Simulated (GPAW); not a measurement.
**Ga K-edge XANES of LaGaO3 (R-3c)**

What does one-electron theory with a core hole give for the Ga K edge of LaGaO3 (R-3c)?

Calculated with GPAW 26.7.0; X-ray absorption from dipole matrix elements to empty bands, plane-wave PAW LDA, without spin-orbit coupling.

### Step 1. Starting point

It takes space group R-3c (No. 167, trigonal). The conventional cell has a = 5.543 Å, b = 5.543 Å, c = 13.433 Å, α = 90.00°, β = 90.00°, γ = 120.00°. Nearest to La lie 12 O at 2.47 to 3.08 Å. Nearest to Ga lie 6 O at 1.98 Å. Nearest to O lie 2 Ga at 1.98 Å and 4 La at 2.47 to 3.08 Å. Farther neighbours and most contacts between anions are not listed.

As a file:

```
La Ga O
1.0
     2.77145    1.60010    4.47760
    -2.77145    1.60010    4.47760
     0.00000   -3.20019    4.47760
La Ga O
2 2 6
Direct
  0.75000 0.75000 0.75000
  0.25000 0.25000 0.25000
  0.50000 0.50000 0.50000
  0.00000 0.00000 0.00000
  0.30480 0.75000 0.19520
  0.75000 0.19520 0.30480
  0.19520 0.30480 0.75000
  0.69520 0.25000 0.80480
  0.25000 0.80480 0.69520
  0.80480 0.69520 0.25000
```

### Step 2. The field without a hole

A plain self-consistent run shows whether there is a gap, which decides the set-up of the core-hole run.

File scf.py:

```python
import numpy as np
from ase import Atoms
from ase.parallel import parprint, paropen
from gpaw import GPAW, PW, FermiDirac, Mixer, MixerDif, setup_paths
from gpaw.test import gen
setup_paths.insert(0, '.')
gen('Ga', name='nch1s', xcname='LDA', corehole=(1, 0, 0), write_xml=True)
from gpaw.mpi import world
world.barrier()

atoms = Atoms('La2Ga2O6',
    cell=[[2.77145, 1.6000974, 4.4776],
     [-2.77145, 1.6000974, 4.4776],
     [0, -3.20019481, 4.4776]],
    scaled_positions=[[0.75, 0.75, 0.75],
     [0.25, 0.25, 0.25],
     [0.5, 0.5, 0.5],
     [0, 0, 0],
     [0.3048, 0.75, 0.1952],
     [0.75, 0.1952, 0.3048],
     [0.1952, 0.3048, 0.75],
     [0.6952, 0.25, 0.8048],
     [0.25, 0.8048, 0.6952],
     [0.8048, 0.6952, 0.25]],
    pbc=True)
atoms.calc = calc = GPAW(legacy_gpaw=True, mode=PW(500, force_complex_dtype=True), xc='LDA', setups={2: 'nch1s'},
    kpts={'size': (6, 6, 6), 'gamma': True}, occupations=FermiDirac(0.05),
    charge=0, mixer=Mixer(0.1, 5, 50), maxiter=150,
    convergence={'density': 0.0001, 'eigenstates': 1e-6}, txt='scf.txt')
energy = atoms.get_potential_energy() + calc.get_reference_energy()
ef = calc.get_fermi_level()
out = dict(energy=energy, fermi=ef, forces=atoms.get_forces().tolist())
parprint(f'all-electron energy {energy:.4f} eV, Fermi level {ef:.4f} eV')
ev = np.array([[calc.get_eigenvalues(k, s) for k in range(len(calc.get_ibz_k_points()))] for s in range(calc.get_number_of_spins())])
out['homo'], out['lumo'], out['counts'] = ev[ev < ef].max(), ev[ev > ef].min(), sorted(set((ev < ef).sum((0, 2)).tolist()))
out['filled'] = (ev[:, 0] < ef).sum(1).tolist()
import json
with paropen('out.json', 'w') as f:
    json.dump(out, f)
```

On the command line:

```bash
> OMP_NUM_THREADS=1 mpirun -n 4 gpaw python scf.py
```

Numbers of over 12 decimals in the logs are rounded to 6 here.

The log of the run:

```text
Input parameters:
  convergence: {density: 0.0001,
                eigenstates: 1e-06}
  kpts: {gamma: True,
         size: (6, 6, 6)}
  maxiter: 150
  mixer: {backend: pulay,
          beta: 0.1,
          method: separate,
          nmaxold: 5,
          weight: 50}
  mode: {ecut: 500.0,
         force_complex_dtype: True,
         name: pw}
  occupations: {fixmagmom: False,
                name: fermi-dirac,
                width: 0.05}
  setups: {2: nch1s}

Initialize ...

[... PAW data sets ...]

Reference energy: -579660.806431  # eV

Spin-paired calculation

[... convergence settings ...]
Symmetries present (total): 2
  [... symmetry matrices ...]

216 k-points: 6 x 6 x 6 Monkhorst-Pack grid + [1/12,1/12,1/12]
112 k-points in the irreducible part of the Brillouin zone
       k-points in crystal coordinates                weights
   0:     0.00000000    0.00000000    0.00000000          1/216
   1:     0.00000000    0.00000000    0.16666667          2/216
   2:     0.00000000    0.00000000    0.33333333          2/216
   3:     0.00000000    0.00000000    0.50000000          1/216
   4:     0.00000000    0.16666667   -0.33333333          2/216
   5:     0.00000000    0.16666667   -0.16666667          2/216
   6:     0.00000000    0.16666667    0.00000000          2/216
   7:     0.00000000    0.16666667    0.16666667          2/216
   8:     0.00000000    0.16666667    0.33333333          2/216
   9:     0.00000000    0.16666667    0.50000000          2/216
          ...
 111:     0.50000000    0.50000000    0.50000000          1/216

Wave functions: Plane wave expansion
  Cutoff energy: 500.000 eV
  Number of coefficients (min, max): 3005, 3040
  Pulay-stress correction: 0.000000 eV/Ang^3 (de/decut=0.000000)
  Using FFTW library
  Wavefunction extrapolation:
    Improved wavefunction reuse through dual PAW basis

Occupation numbers: Fermi-Dirac:
  width: 0.0500  # eV

Eigensolver
   Davidson(niter=2)

Densities:
  Coarse grid: 30*30*30 grid
  Fine grid: 60*60*60 grid
  Total Charge: 0.000000

Density mixing:
  Method: separate
  Backend: pulay
  Linear mixing parameter: 0.1
  old densities: 5
  Width of damping distribution: 1.1
  Damping of long wavelength oscillations: 50

[... Hamiltonian set-up ...]
Number of atoms: 10
Number of atomic orbitals: 72
Number of bands in calculation: 43
Number of valence electrons: 64
Bands to converge: occupied

... initialized

Initializing position-dependent things.

Density initialized from atomic densities
Creating initial wave functions:
  43 bands from LCAO basis set

           La

             O
        O
            GaO
         O
               O
          O

            La

            Ga

Atomic positions and initial magnetic moments

Positions:
   0 La     0.000000   -0.000000   10.074600    ( 0.0000,  0.0000,  0.0000)
   1 La     0.000000   -0.000000    3.358200    ( 0.0000,  0.0000,  0.0000)
   2 Ga     0.000000   -0.000000    6.716400    ( 0.0000,  0.0000,  0.0000)
   3 Ga     0.000000    0.000000    0.000000    ( 0.0000,  0.0000,  0.0000)
   4 O     -1.233850    1.063105    5.597000    ( 0.0000,  0.0000,  0.0000)
   5 O      1.537600    0.536993    5.597000    ( 0.0000,  0.0000,  0.0000)
   6 O     -0.303751   -1.600097    5.597000    ( 0.0000,  0.0000,  0.0000)
   7 O      1.233850   -1.063105    7.835800    ( 0.0000,  0.0000,  0.0000)
   8 O     -1.537600   -0.536993    7.835800    ( 0.0000,  0.0000,  0.0000)
   9 O      0.303751    1.600097    7.835800    ( 0.0000,  0.0000,  0.0000)

Unit cell:
           periodic     x           y           z      points  spacing
  1. axis:    yes    2.771450    1.600097    4.477600    30     0.1507
  2. axis:    yes   -2.771450    1.600097    4.477600    30     0.1507
  3. axis:    yes    0.000000   -3.200195    4.477600    30     0.1507

  Lengths:   5.503649   5.503649   5.503649
  Angles:   60.472405  60.472405  60.472405

Effective grid spacing dv^(1/3) = 0.1640

iter:   1   -85.723133
iter:   2   -82.151026   -0.14  -0.84
iter:   3   -78.950445   +0.40  -0.94
iter:   4   -79.053685   -0.39  -1.33
iter:   5   -79.203170   -0.68  -1.52
iter:   6   -79.005406   -0.86  -1.79
iter:   7   -79.050084   -1.11  -2.43
iter:   8   -79.025338   -1.59  -2.15
iter:   9   -79.031235c  -2.01  -2.91
iter:  10   -79.034030c  -2.37  -2.65
iter:  11   -79.031342c  -2.92  -2.53
iter:  12   -79.028770c  -3.07  -2.59
iter:  13   -79.028180c  -2.84  -2.86
iter:  14   -79.028226c  -3.47  -3.25
iter:  15   -79.028076c  -3.93  -3.25
[...]
iter:  20   -79.028112c  -4.46  -3.83
iter:  21   -79.028060c  -4.84  -3.60
iter:  22   -79.028060c  -5.42  -3.97
iter:  23   -79.028058c  -5.81  -4.12c
iter:  24   -79.028059c  -6.10c -4.77c

Converged after 24 iterations.

Dipole moment: (-0.000000, 0.000000, -0.000000) |e|*Ang

Energy contributions relative to reference atoms: (reference = -579660.806431)

Kinetic:        +94.053213
Potential:      -83.251804
External:        +0.000000
XC:             -89.271373
Entropy (-ST):   -0.000000
Local:           -0.558095
SIC:             +0.000000
--------------------------
Free energy:    -79.028059
Extrapolated:   -79.028059

Showing only first 2 kpts
 Kpt  Band  Eigenvalues  Occupancy
  0    30      7.95971    2.00000
  0    31      8.11118    2.00000
  0    32     11.65746    0.00000
  0    33     12.36122    0.00000

  1    30      7.99433    2.00000
  1    31      8.07930    2.00000
  1    32     12.06870    0.00000
  1    33     12.45053    0.00000

Fermi level: 10.48752

Gap: 3.436 eV
Transition (v -> c):
  (s=0, k=19, n=31, [0.00, 0.50, 0.50]) -> (s=0, k=0, n=32, [0.00, 0.00, 0.00])
Direct/indirect transitions are different
Direct gap: 3.546 eV
Transition at: (s=0, k=0, n=31, [0.00, 0.00, 0.00])

Forces in eV/Ang:
  0 La   -0.00003   -0.00005    0.00004
  1 La    0.00003    0.00005   -0.00004
  2 Ga    0.00000    0.00000    0.00000
  3 Ga    0.00000    0.00000    0.00000
  4 O     0.15948    0.27618    0.00000
  5 O     0.15952   -0.27629    0.00000
  6 O    -0.31882   -0.00001    0.00002
  7 O    -0.15948   -0.27618   -0.00000
  8 O    -0.15952    0.27629   -0.00000
  9 O     0.31882    0.00001   -0.00002
Scalar-relativistic atomic LDA calculation for Ga (Gallium, Z=31)
Core hole in 1s state (1s occupation: 2.0)
600 radial gridpoints.
|------------------------------------------------|
|------------------------------------------------|
[... the atom generator's iteration count ...]

Energy contributions:
-------------------------
Kinetic:    +1972.184799
XC:           -72.597836
Potential:  -3840.247246
-------------------------
Total:      -1940.660283

state      eigenvalue         ekin         rmax
-----------------------------------------------
1s^2.0 :  -375.030000   481.718074        0.032
2s^2.0 :   -46.288952    91.904266        0.183
2p^6.0 :   -40.360200    89.727351        0.146
3s^2.0 :    -5.415739    20.699600        0.565
3p^6.0 :    -3.626001    18.420027        0.567
3d^10.0:    -0.713236    12.977628        0.531
4s^2.0 :    -0.336865     1.972734        1.883
4p^1.0 :    -0.100461     0.934904        2.519
-----------------------------------------------
(units: Bohr and Hartree)

Generating PAW setup
Kinetic energy of the core from tauc = 1987.570136198629
Cutoffs:
rc(s)=2.200
rc(p)=2.200
rc(d)=2.200
rc(vbar)=1.980
rc(comp)=2.200
rc(nct)=2.200

Kinetic energy of the core states: 1967.304428
Charge: 0.0
Core electrons: 28.0
Valence electrons: 3.0
Pseudo-core charge: 1.942142
Shape function alpha=2.066
Pseudo-electron charge 5.235165
state    eigenvalue         norm
--------------------------------
4s(2) :    -0.336865     1.140380
*s    :     0.663135
4p(1) :    -0.100461     1.012264
*p    :     0.899539
*d    :     0.000000
--------------------------------

Diagonalizing with gridspacing h=0.050

state   all-electron     PAW
-------------------------------
4s:      -0.336865    -0.337024
4p:      -0.100461    -0.100552
*d:                    0.030615
*f:                    0.065359
-------------------------------
all-electron energy -579739.8345 eV, Fermi level 10.4875 eV
```

Wall time 1.9 min (4 MPI ranks of Intel Xeon Platinum 8488C (Sapphire Rapids), shared host); peak memory 0.37 GiB.

The mesh shows a gap of 3.44 eV, so the hole is first treated in a charged cell, without the excited electron.

### Step 3. Spectrum without a core hole, Ga atom 3

Without a hole the spectrum is the empty density of states of the right symmetry on the absorber, weighted by matrix elements. It needs only the small cell and serves as the baseline. The data set with a hole of occupation 0 only carries the core orbital.

The absorber has 6 O at 1.98 Å (octahedral, site symmetry -3).

File xas.py:

```python
import numpy as np
from ase import Atoms
from ase.parallel import parprint, paropen
from gpaw import GPAW, PW, FermiDirac, Mixer, MixerDif, setup_paths
from gpaw.test import gen
setup_paths.insert(0, '.')
gen('Ga', name='nch1s', xcname='LDA', corehole=(1, 0, 0), write_xml=True)
from gpaw.mpi import world
world.barrier()

atoms = Atoms('La2Ga2O6',
    cell=[[2.77145, 1.6000974, 4.4776],
     [-2.77145, 1.6000974, 4.4776],
     [0, -3.20019481, 4.4776]],
    scaled_positions=[[0.75, 0.75, 0.75],
     [0.25, 0.25, 0.25],
     [0.5, 0.5, 0.5],
     [0, 0, 0],
     [0.3048, 0.75, 0.1952],
     [0.75, 0.1952, 0.3048],
     [0.1952, 0.3048, 0.75],
     [0.6952, 0.25, 0.8048],
     [0.25, 0.8048, 0.6952],
     [0.8048, 0.6952, 0.25]],
    pbc=True)
atoms.calc = calc = GPAW(legacy_gpaw=True, mode=PW(500, force_complex_dtype=True), xc='LDA', setups={2: 'nch1s'},
    kpts={'size': (6, 6, 6), 'gamma': True}, occupations=FermiDirac(0.02),
    charge=0, mixer=Mixer(0.1, 5, 50), maxiter=150,
    convergence={'density': 0.0001, 'eigenstates': 1e-6}, txt='scf.txt')
energy = atoms.get_potential_energy() + calc.get_reference_energy()
ef = calc.get_fermi_level()
out = dict(energy=energy, fermi=ef, forces=atoms.get_forces().tolist())
parprint(f'all-electron energy {energy:.4f} eV, Fermi level {ef:.4f} eV')
ev = np.array([[calc.get_eigenvalues(k, s) for k in range(len(calc.get_ibz_k_points()))] for s in range(calc.get_number_of_spins())])
out['homo'], out['lumo'], out['counts'] = ev[ev < ef].max(), ev[ev > ef].min(), sorted(set((ev < ef).sum((0, 2)).tolist()))
out['filled'] = (ev[:, 0] < ef).sum(1).tolist()

from ase.units import Ha
from gpaw.xas import dipole_matrix_elements
nb = int(calc.get_number_of_electrons() / 2) + 84
top, nb = nb, nb + 8 + nb // 12
nscf = calc.fixed_density(kpts={'size': (4, 4, 4), 'gamma': True}, nbands=nb,
    convergence={'bands': top, 'eigenstates': 5e-3}, maxiter=60, txt='nscf.txt')
cell = atoms.cell.array
ops = [cell.T @ U.T @ np.linalg.inv(cell.T) for U in nscf.wfs.kd.symmetry.op_scc]
filled = [32]  # bands filled in the ground state, by spin
E = np.arange(-25, 34, 0.1)
fwhm = np.interp(E, [4, 25], [1.82, 3.5])
Y, X, zero, highest = 0, 0, 1e9, 1e9
for spin in range(nscf.get_number_of_spins()):
    wfs = nscf.wfs
    mine = wfs.bd.get_slice()  # this rank's bands
    A = dipole_matrix_elements(wfs.setups[2])
    eps = np.zeros((wfs.kd.nibzkpts, nb))
    d = np.zeros((3, A.shape[1], wfs.kd.nibzkpts, nb), complex)
    for kpt in wfs.kpt_u:
        if kpt.s == spin and 2 in kpt.P_ani:
            eps[kpt.k, mine] = kpt.eps_n * Ha
            d[:, :, kpt.k, mine] = (kpt.weight * wfs.nspins / 2) ** 0.5 * np.inner(A, kpt.P_ani[2])
    world.sum(eps)
    world.sum(d)
    T = np.einsum('amkn,bmkn->abkn', d, d.conj()).real
    T = sum(np.einsum('ai,ijkn,bj->abkn', R, T, R) for R in ops) / len(ops)
    empty = np.ones_like(eps, bool) & (np.arange(nb) >= filled[spin])
    zero, highest = min(zero, eps[empty].min()), min(highest, eps[:, top - 1].min())
    lines = [(eps, T, empty)] if spin == 0 else lines + [(eps, T, empty)]
for eps, T, empty in lines:
    f = np.einsum('aakn->akn', T).reshape(3, -1)
    x = eps.ravel() - zero
    w = np.interp(x, E, fwhm) / 2.35482
    g = np.exp(-0.5 * ((E[:, None] - x) / w) ** 2) / (w * (2 * np.pi) ** 0.5)
    Y = Y + (f * empty.ravel()) @ g.T
    X = X + (f * ~empty.ravel()) @ g.T
out.update(E=E.round(2).tolist(), xas=Y.tolist(), xes=X.tolist(), zero=zero, valid=highest - zero, nk=len(eps), nb=nb)
for i in range(0, len(E), 10):
    parprint(f'{E[i]:7.2f}', *(f'{v:10.3e}' for v in Y[:, i]))
import json
with paropen('out.json', 'w') as f:
    json.dump(out, f)
```

On the command line:

```bash
> OMP_NUM_THREADS=1 mpirun -n 4 gpaw python xas.py
```

The log of the run:

```text
Input parameters:
  convergence: {density: 0.0001,
                eigenstates: 1e-06}
  kpts: {gamma: True,
         size: (6, 6, 6)}
  maxiter: 150
  mixer: {backend: pulay,
          beta: 0.1,
          method: separate,
          nmaxold: 5,
          weight: 50}
  mode: {ecut: 500.0,
         force_complex_dtype: True,
         name: pw}
  occupations: {fixmagmom: False,
                name: fermi-dirac,
[...]
*p    :     0.899539
*d    :     0.000000
--------------------------------

Diagonalizing with gridspacing h=0.050

state   all-electron     PAW
-------------------------------
4s:      -0.336865    -0.337024
4p:      -0.100461    -0.100552
*d:                    0.030615
*f:                    0.065359
-------------------------------
all-electron energy -579739.8345 eV, Fermi level 11.1456 eV
[...]
32.00  5.557e-08  5.558e-08  7.265e-08
  33.00  4.543e-08  4.543e-08  5.678e-08
[key lines of the parts left out:]
Converged after 27 iterations.
Dipole moment: (-0.000000, -0.000000, -0.000000) |e|*Ang
Free energy:    -79.028058
Fermi level: 11.14562
```

Run time: 2.7 min. Hardware: 4 MPI ranks; peak memory 0.53 GiB; 11 min of CPU time.

The Ga K spectrum, Ga atom 3, no core hole (energy from the lowest empty level; intensity scaled to a mean of 1 over the first 20 eV; polarised curves are means over the symmetry-equivalent atoms):

| E (eV) | isotropic | ε ⊥ c | ε ∥ c |
| --- | --- | --- | --- |
| -2.0 | 0.00 | 0.00 | 0.00 |
| -1.4 | 0.00 | 0.00 | 0.00 |
| -0.8 | 0.00 | 0.00 | 0.00 |
| -0.2 | 0.01 | 0.01 | 0.02 |
| 0.4 | 0.04 | 0.04 | 0.05 |
| 1.0 | 0.08 | 0.07 | 0.09 |
| 1.6 | 0.13 | 0.13 | 0.15 |
| 2.2 | 0.22 | 0.20 | 0.24 |
| 2.8 | 0.30 | 0.29 | 0.33 |
| 3.4 | 0.34 | 0.33 | 0.36 |
| 4.0 | 0.32 | 0.33 | 0.31 |
| 4.6 | 0.27 | 0.29 | 0.25 |
| 5.2 | 0.24 | 0.25 | 0.22 |
| 5.8 | 0.31 | 0.30 | 0.35 |
| 6.4 | 0.62 | 0.55 | 0.75 |
| 7.0 | 1.19 | 1.07 | 1.43 |
| 7.6 | 1.87 | 1.73 | 2.16 |
| 8.2 | 2.46 | 2.35 | 2.70 |
| 8.8 | 2.86 | 2.82 | 2.94 |
| 9.4 | 3.01 | 3.06 | 2.91 |
| 10.0 | 2.88 | 2.99 | 2.65 |
| 10.6 | 2.52 | 2.66 | 2.25 |
| 11.2 | 2.06 | 2.20 | 1.78 |
| 11.8 | 1.57 | 1.70 | 1.33 |
| 12.4 | 1.15 | 1.23 | 0.99 |
| 13.0 | 0.84 | 0.87 | 0.78 |
| 13.6 | 0.66 | 0.65 | 0.67 |
| 14.2 | 0.57 | 0.54 | 0.62 |
| 14.8 | 0.56 | 0.52 | 0.62 |
| 15.4 | 0.61 | 0.58 | 0.67 |
| 16.0 | 0.70 | 0.67 | 0.75 |
| 16.6 | 0.77 | 0.75 | 0.81 |
| 17.2 | 0.81 | 0.81 | 0.81 |
| 17.8 | 0.80 | 0.82 | 0.76 |
| 18.4 | 0.77 | 0.81 | 0.70 |
| 19.0 | 0.74 | 0.78 | 0.66 |
| 19.6 | 0.72 | 0.76 | 0.65 |
| 20.2 | 0.73 | 0.75 | 0.70 |
| 20.8 | 0.76 | 0.76 | 0.77 |
| 21.4 | 0.81 | 0.79 | 0.84 |
| 22.0 | 0.85 | 0.83 | 0.89 |
| 22.6 | 0.88 | 0.86 | 0.92 |
| 23.2 | 0.90 | 0.88 | 0.92 |
| 23.8 | 0.89 | 0.89 | 0.91 |
| 24.4 | 0.88 | 0.88 | 0.88 |
| 25.0 | 0.86 | 0.87 | 0.86 |
| 25.6 | 0.87 | 0.87 | 0.86 |
| 26.2 | 0.89 | 0.89 | 0.87 |
| 26.8 | 0.91 | 0.91 | 0.90 |
| 27.4 | 0.91 | 0.91 | 0.92 |

Main maxima below 27 eV (height): 3.4 eV (0.34), 9.4 eV (3.01) and 17.4 eV (0.81). A K edge sees empty p states on the absorber.

The same matrix elements for filled bands give the Ga K emission of Ga atom 3 (ground-state approximation; energy from the lowest empty level, largest value 1):

| E (eV) | emission |
| --- | --- |
| -24.00 | 0.00 |
| -23.25 | 0.00 |
| -22.50 | 0.01 |
| -21.75 | 0.04 |
| -21.00 | 0.11 |
| -20.25 | 0.20 |
| -19.50 | 0.19 |
| -18.75 | 0.10 |
| -18.00 | 0.03 |
| -17.25 | 0.03 |
| -16.50 | 0.04 |
| -15.75 | 0.02 |
| -15.00 | 0.00 |
| -14.25 | 0.00 |
| -13.50 | 0.00 |
| -12.75 | 0.00 |
| -12.00 | 0.01 |
| -11.25 | 0.04 |
| -10.50 | 0.11 |
| -9.75 | 0.23 |
| -9.00 | 0.41 |
| -8.25 | 0.71 |
| -7.50 | 0.98 |
| -6.75 | 0.92 |
| -6.00 | 0.67 |
| -5.25 | 0.48 |
| -4.50 | 0.37 |
| -3.75 | 0.23 |
| -3.00 | 0.08 |
| -2.25 | 0.01 |
| -1.50 | 0.00 |
| -0.75 | 0.00 |
| 0.00 | 0.00 |
| 0.75 | 0.00 |
| 1.50 | 0.00 |
| 2.25 | 0.00 |
| 3.00 | 0.00 |

Emission maxima: -20.0 eV (0.22) and -7.2 eV (1.00).

### Step 4. Reference energy of the cell

The photon energy needs a difference of total energies, so the cell and mesh of the coming hole run are first run without a hole.

Edit scf.py of step 2 so:

```diff
@@ -26,3 +26,3 @@
 atoms.calc = calc = GPAW(legacy_gpaw=True, mode=PW(500, force_complex_dtype=True), xc='LDA', setups={2: 'nch1s'},
-    kpts={'size': (6, 6, 6), 'gamma': True}, occupations=FermiDirac(0.05),
+    kpts={'size': (4, 4, 4), 'gamma': True}, occupations=FermiDirac(0.02),
     charge=0, mixer=Mixer(0.1, 5, 50), maxiter=150,
```

On the command line:

```bash
> OMP_NUM_THREADS=1 mpirun -n 4 gpaw python scf.py
```

The log of the run:

```text
Input parameters:
  convergence: {density: 0.0001,
                eigenstates: 1e-06}
  kpts: {gamma: True,
         size: (4, 4, 4)}
  maxiter: 150
  mixer: {backend: pulay,
          beta: 0.1,
          method: separate,
          nmaxold: 5,
          weight: 50}
  mode: {ecut: 500.0,
         force_complex_dtype: True,
         name: pw}
  occupations: {fixmagmom: False,
                name: fermi-dirac,
[...]
4s(2) :    -0.336865     1.140380
*s    :     0.663135
4p(1) :    -0.100461     1.012264
*p    :     0.899539
*d    :     0.000000
--------------------------------

Diagonalizing with gridspacing h=0.050

state   all-electron     PAW
-------------------------------
4s:      -0.336865    -0.337024
4p:      -0.100461    -0.100552
*d:                    0.030615
*f:                    0.065359
-------------------------------
all-electron energy -579739.8226 eV, Fermi level 9.2157 eV
[key lines of the parts left out:]
Converged after 23 iterations.
Dipole moment: (-0.000000, -0.000000, -0.000000) |e|*Ang
Free energy:    -79.016188
Fermi level: 9.21567
```

Wall time 41 s (4 MPI ranks); peak memory 0.29 GiB; 2.7 min of CPU time.

Reference energy: -579739.823 eV with the cores included.

(Part 1 of 2 ends here.)

[Banner, clock and machine lines of the logs are left out without a mark of their own.]

[Logs are printed without paths, hosts, clocks, repeated set-up lines and the standing remarks that a program may print on its own settings, such as how far it seeks lower states.]

[Hosts, paths, dates, database ids (printed as entryN), source tags and the programs' standing remarks are cut or masked in the printed files.]

[Lists of maxima count a maximum above −3 eV only where it reaches 4 % of the highest in the window and stands out from its surroundings by 2 % of it (1.5 % where it reaches 55 %); shoulders and weaker maxima are passed over, and of the rest the first, up to two pre-edge ones and the few strongest are named.]
